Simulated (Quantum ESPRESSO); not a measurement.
Consider TaAgO3 (R3c).

```xyz
10
Lattice="2.7641 1.5958 4.5720 -2.7641 1.5958 4.5720 0.0000 -3.1917 4.5720" Properties=species:S:1:pos:R:3 pbc="T T T"
Ta    0.0000    0.0000    6.8580
Ta    0.0000    0.0000    0.0000
Ag    0.0000    0.0000    3.4399
Ag    0.0000    0.0000   10.2979
O    -1.1899   -1.0378    7.9872
O    -0.3038    1.5494    7.9872
O     1.4937   -0.5116    7.9872
O     1.2704    1.0842    5.7012
O    -1.5741    0.5581    5.7012
O     0.3038   -1.6423    5.7012
```

Absorber: atom 5, with 1 Ta at 1.94 Å and 1 Ta at 2.03 Å (bent, 162°, site symmetry 1). Method: Quantum ESPRESSO XSpectra, LDA, full core hole (charged cell), 10-atom cell with 5.5 Å between holes, 6×6×6 k points, dipole transitions, Lorentzian half width 0.3 eV up to 4 eV, rising linearly to 2.5 eV at 25 eV (counted from xe0, 0.8 eV below the zero used here), without spin-orbit coupling.

What does the O K edge look like?

Main maxima up to 24 eV above the zero (height): 1.7 eV (1.98), 2.8 eV (1.23), 8.0 eV (1.74), 11.7 eV (1.06) and 20.4 eV (0.74). A K edge sees empty p states; the first features are O p mixed into the empty d states of the Ta neighbours, and the broad ones above probably into the cations' higher empty bands. The total-energy difference plus the lowest empty eigenvalue puts the zero at 533.88 eV. One term is added: -8.83 eV, since the hole is spin-paired here and a spin-polarised one costs that much less in the free atom (computed apart). The photon energy is then 525.05 eV. The functional and the charged cell's background leave an error in such absolute values: in the free atom LDA prices this hole 4.1 eV below PBE (computed apart), and PBE is itself good to a few eV.

The O K spectrum (energy from the lowest empty level; intensity scaled to a mean of 1 over the first 20 eV; the points at xe0, where the cut of filled states can leave a spike, are interpolated; polarised curves are means over the symmetry-equivalent atoms):

```tsv
E (eV)	isotropic	ε ⊥ c	ε ∥ c
-2.00	0.04	0.04	0.04
-1.25	0.06	0.06	0.06
-0.50	0.11	0.11	0.10
0.25	0.29	0.29	0.29
1.00	0.94	0.94	0.92
1.75	1.92	1.91	1.92
2.50	1.20	1.23	1.13
3.25	1.19	1.19	1.19
4.00	0.57	0.59	0.54
4.75	0.73	0.79	0.62
5.50	1.14	1.15	1.11
6.25	1.43	1.40	1.49
7.00	1.62	1.62	1.62
7.75	1.73	1.76	1.67
8.50	1.64	1.66	1.61
9.25	1.26	1.26	1.26
10.00	0.93	0.93	0.93
10.75	0.92	0.93	0.91
11.50	1.05	1.06	1.04
12.25	1.03	1.04	1.02
13.00	0.97	0.98	0.93
13.75	0.87	0.89	0.82
14.50	0.76	0.77	0.72
15.25	0.69	0.70	0.67
16.00	0.67	0.67	0.66
16.75	0.66	0.66	0.67
17.50	0.67	0.66	0.68
18.25	0.68	0.67	0.71
19.00	0.71	0.68	0.75
19.75	0.73	0.69	0.80
20.50	0.74	0.69	0.82
21.25	0.72	0.68	0.80
22.00	0.70	0.67	0.75
22.75	0.67	0.65	0.70
23.50	0.64	0.63	0.65
24.25	0.63	0.63	0.62
25.00	0.62	0.63	0.60
25.75	0.62	0.63	0.59
26.50	0.63	0.64	0.59
27.25	0.64	0.65	0.60
28.00	0.65	0.67	0.61
28.75	0.67	0.69	0.63
29.50	0.69	0.71	0.65
30.25	0.72	0.74	0.69
31.00	0.76	0.78	0.72
31.75	0.80	0.81	0.76
```

The holes are only 5.5 Å apart, so the shape is probably not converged with cell size; no larger cell was run here. The structure is a published determination, not relaxed.

[Banner, clock and machine lines of the logs are left out without a mark of their own.]

[Logs are printed without paths, hosts, clocks, repeated set-up lines and the standing remarks that a program may print on its own settings, such as how far it seeks lower states.]

[Hosts, paths, dates, database ids (printed as entryN), source tags and the programs' standing remarks are cut or masked in the printed files.]

[Lists of maxima count a maximum above −3 eV only where it reaches 4 % of the highest in the window and stands out from its surroundings by 2 % of it (1.5 % where it reaches 55 %); shoulders and weaker maxima are passed over, and of the rest the first, up to two pre-edge ones and the few strongest are named.]
